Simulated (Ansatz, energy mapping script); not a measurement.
# Spin model of AlNi3 from collinear orders, part 2 of 2

How strongly do the moments of AlNi3 couple under PBE+U+J (3.1 eV, J 0.7 eV, AMF)? The plan is to run several orders and fit a Heisenberg model.

PBE with U = 3.1 eV, J = 0.7 eV on Ni d, around mean field, ortho-atomic projectors; plane waves, U on orthogonalised atomic orbitals unless named otherwise, collinear spin, no spin–orbit coupling.

So far. Step 7 (Run 5 (compensated +−+−+−; cell B, 8 atoms)): The run ends non-magnetic, not as typed: a moment turned or collapsed in the SCF or in the program's search for a lower state. Step 8 (Parallel start in cell C (8 atoms)): The run ends ferromagnetic. For each magnetic atom its energy differs from the parallel run of the first cell by 0.04 meV, an error that one common reference would have brought in.

In doubt: warnings of the run leave room for a lower electronic state (step 10), so energies may not be the lowest and differences between runs may mislead.

**9. Run 7 (compensated +−+−+−; cell C, 8 atoms)**

input.yaml reads:

```yaml
crystal:
  lattice:
    - [3.523054727, 0.0, 0.0]
    - [0.0, 3.523054727, 0.0]
    - [0.0, 0.0, 7.046109454]
  atoms:
    - { symbol: Al, position: [0.0, 0.0, 0.0] }
    - { symbol: Al, position: [0.0, 0.0, 0.5] }
    - { symbol: Ni, position: [0.0, 0.5, 0.25], spin: 1.0 }
    - { symbol: Ni, position: [0.0, 0.5, 0.75], spin: -1.0 }
    - { symbol: Ni, position: [0.5, 0.0, 0.25], spin: 1.0 }
    - { symbol: Ni, position: [0.5, 0.0, 0.75], spin: -1.0 }
    - { symbol: Ni, position: [0.5, 0.5, 0.0], spin: 1.0 }
    - { symbol: Ni, position: [0.5, 0.5, 0.5], spin: -1.0 }
magnetization:
  spin_polarized: true
kpoints:
  mp_grid: { grid: [11, 11, 6] }
hamiltonian:
  xc: pbe
  hubbard:
    sites:
      - { species: Ni, l: d, u: 3.1, j: 0.7 }
      - { site: 2, l: d, u: 3.1, j: 0.7, starting_ns: [{ spin: up, occupation_matrix: ni2_major }, { spin: down, occupation_matrix: ni2_minor }] }
      - { site: 3, l: d, u: 3.1, j: 0.7, starting_ns: [{ spin: up, occupation_matrix: ni2_minor }, { spin: down, occupation_matrix: ni2_major }] }
      - { site: 4, l: d, u: 3.1, j: 0.7, starting_ns: [{ spin: up, occupation_matrix: ni3_major }, { spin: down, occupation_matrix: ni3_minor }] }
      - { site: 5, l: d, u: 3.1, j: 0.7, starting_ns: [{ spin: up, occupation_matrix: ni3_minor }, { spin: down, occupation_matrix: ni3_major }] }
      - { site: 6, l: d, u: 3.1, j: 0.7, starting_ns: [{ spin: up, occupation_matrix: ni4_major }, { spin: down, occupation_matrix: ni4_minor }] }
      - { site: 7, l: d, u: 3.1, j: 0.7, starting_ns: [{ spin: up, occupation_matrix: ni4_minor }, { spin: down, occupation_matrix: ni4_major }] }
    double_counting: amf
    projectors: ortho-atomic
    occupation_matrices:
      ni2_major:
        matrix:
          - [0.922, 0.0, 0.0, -0.017, 0.0]
          - [0.0, 0.912, 0.0, 0.0, 0.0]
          - [0.0, 0.0, 0.922, 0.0, 0.0]
          - [-0.017, 0.0, 0.0, 0.941, 0.0]
          - [0.0, 0.0, 0.0, 0.0, 0.912]
      ni2_minor:
        matrix:
          - [0.905, 0.0, 0.0, -0.03, 0.0]
          - [0.0, 0.758, 0.0, 0.0, 0.0]
          - [0.0, 0.0, 0.924, 0.0, 0.0]
          - [-0.03, 0.0, 0.0, 0.939, 0.0]
          - [0.0, 0.0, 0.0, 0.0, 0.758]
      ni3_major:
        matrix:
          - [0.922, 0.0, 0.0, 0.017, 0.0]
          - [0.0, 0.922, 0.0, 0.0, 0.0]
          - [0.0, 0.0, 0.912, 0.0, 0.0]
          - [0.017, 0.0, 0.0, 0.941, 0.0]
          - [0.0, 0.0, 0.0, 0.0, 0.912]
      ni3_minor:
        matrix:
          - [0.905, 0.0, 0.0, 0.03, 0.0]
          - [0.0, 0.924, 0.0, 0.0, 0.0]
          - [0.0, 0.0, 0.758, 0.0, 0.0]
          - [0.03, 0.0, 0.0, 0.939, 0.0]
          - [0.0, 0.0, 0.0, 0.0, 0.758]
      ni4_major:
        matrix:
          - [0.95, 0.0, 0.0, 0.0, 0.0]
          - [0.0, 0.912, 0.0, 0.0, 0.0]
          - [0.0, 0.0, 0.912, 0.0, 0.0]
          - [0.0, 0.0, 0.0, 0.912, 0.0]
          - [0.0, 0.0, 0.0, 0.0, 0.922]
      ni4_minor:
        matrix:
          - [0.956, 0.0, 0.0, 0.0, 0.0]
          - [0.0, 0.758, 0.0, 0.0, 0.0]
          - [0.0, 0.0, 0.758, 0.0, 0.0]
          - [0.0, 0.0, 0.0, 0.888, 0.0]
          - [0.0, 0.0, 0.0, 0.0, 0.924]
scf:
  occupations: { method: fermi_dirac, width: 0.1 }
output:
  eigenvalues: true
```

Command:

```sh
> ansatz run input.yaml --threads 4 --pin off --max-ram 8192MiB --backend cpu --events-out ev --progress --plain --runs-dir out
```

Elapsed: 39 s, on 4 threads of Intel Xeon at 2.70GHz, shared host; peak memory 1 GiB; 2.5 min of CPU time.

The run ends weakly magnetic, not as typed: a moment turned or collapsed in the SCF or in the program's search for a lower state.

**10. Run 8 (compensated +++−−−; cell C, 8 atoms)**

input.yaml, as its differences from that of step 9:

```diff
@@ -9,6 +9,6 @@
     - { symbol: Ni, position: [0.0, 0.5, 0.25], spin: 1.0 }
-    - { symbol: Ni, position: [0.0, 0.5, 0.75], spin: -1.0 }
+    - { symbol: Ni, position: [0.0, 0.5, 0.75], spin: 1.0 }
     - { symbol: Ni, position: [0.5, 0.0, 0.25], spin: 1.0 }
     - { symbol: Ni, position: [0.5, 0.0, 0.75], spin: -1.0 }
-    - { symbol: Ni, position: [0.5, 0.5, 0.0], spin: 1.0 }
+    - { symbol: Ni, position: [0.5, 0.5, 0.0], spin: -1.0 }
     - { symbol: Ni, position: [0.5, 0.5, 0.5], spin: -1.0 }
@@ -24,6 +24,6 @@
       - { site: 2, l: d, u: 3.1, j: 0.7, starting_ns: [{ spin: up, occupation_matrix: ni2_major }, { spin: down, occupation_matrix: ni2_minor }] }
-      - { site: 3, l: d, u: 3.1, j: 0.7, starting_ns: [{ spin: up, occupation_matrix: ni2_minor }, { spin: down, occupation_matrix: ni2_major }] }
+      - { site: 3, l: d, u: 3.1, j: 0.7, starting_ns: [{ spin: up, occupation_matrix: ni2_major }, { spin: down, occupation_matrix: ni2_minor }] }
       - { site: 4, l: d, u: 3.1, j: 0.7, starting_ns: [{ spin: up, occupation_matrix: ni3_major }, { spin: down, occupation_matrix: ni3_minor }] }
       - { site: 5, l: d, u: 3.1, j: 0.7, starting_ns: [{ spin: up, occupation_matrix: ni3_minor }, { spin: down, occupation_matrix: ni3_major }] }
-      - { site: 6, l: d, u: 3.1, j: 0.7, starting_ns: [{ spin: up, occupation_matrix: ni4_major }, { spin: down, occupation_matrix: ni4_minor }] }
+      - { site: 6, l: d, u: 3.1, j: 0.7, starting_ns: [{ spin: up, occupation_matrix: ni4_minor }, { spin: down, occupation_matrix: ni4_major }] }
       - { site: 7, l: d, u: 3.1, j: 0.7, starting_ns: [{ spin: up, occupation_matrix: ni4_minor }, { spin: down, occupation_matrix: ni4_major }] }
```

Wall time 3.7 min (4 threads); peak memory 1.7 GiB; 14 min of CPU time.

The run ends weakly magnetic, not as typed: a moment turned or collapsed in the SCF or in the program's search for a lower state.

**11. Mapping onto a Heisenberg model**

Each energy difference is a sum of couplings weighted by the pairs that the order reverses. A few near shells are fitted to the differences by least squares. Energies are those extrapolated to zero occupation width, not the free energies F.

Energies from the parallel order of the same cell:

```csv
order,atoms,energy (meV a magnetic atom),moments (μB),moments kept as typed
parallel in cell A,4,0.00,0.33,yes
uncompensated ++− in cell A (typed; ended ferromagnetic),4,0.00,0.33,no
parallel in cell B,8,0.00,0.33,yes
compensated +++−−− in cell B (typed; ended non-magnetic),8,24.70,0.00,no
compensated +−+−+− in cell B (typed; ended non-magnetic),8,24.70,0.00,no
parallel in cell C,8,0.00,0.33,yes
compensated +−+−+− in cell C (typed; ended weakly magnetic),8,23.39,0.00 to 0.05,no
compensated +++−−− in cell C (typed; ended weakly magnetic),8,23.39,0.00 to 0.05,no
```

No pair of orders in one cell converged with its signs kept, so no coupling can be fitted.

**12. Outcome**

| Quantity | Value |
| --- | --- |
| couplings | not obtained |

What this shows: No pair of a parallel and an opposed order came out as typed: 0 of 8 runs did not finish, and those that did end ferromagnetic, non-magnetic and weakly magnetic. That shows what these starts end on, not which order is the ground state.

[Logs and program files are shortened in this print: banners, set-up blocks, solver, clock and traceback lines can be left out without a mark of their own.]

[Logs are printed without paths, hosts, clocks, repeated set-up lines and the standing remarks that a program may print on its own settings, such as how far it seeks lower states.]

[Hosts, paths, dates, database ids (printed as entryN), source tags and the programs' standing remarks are cut or masked in the printed files.]

[Where a cell is said to come from a database of computed structures, the database is the Materials Project.]
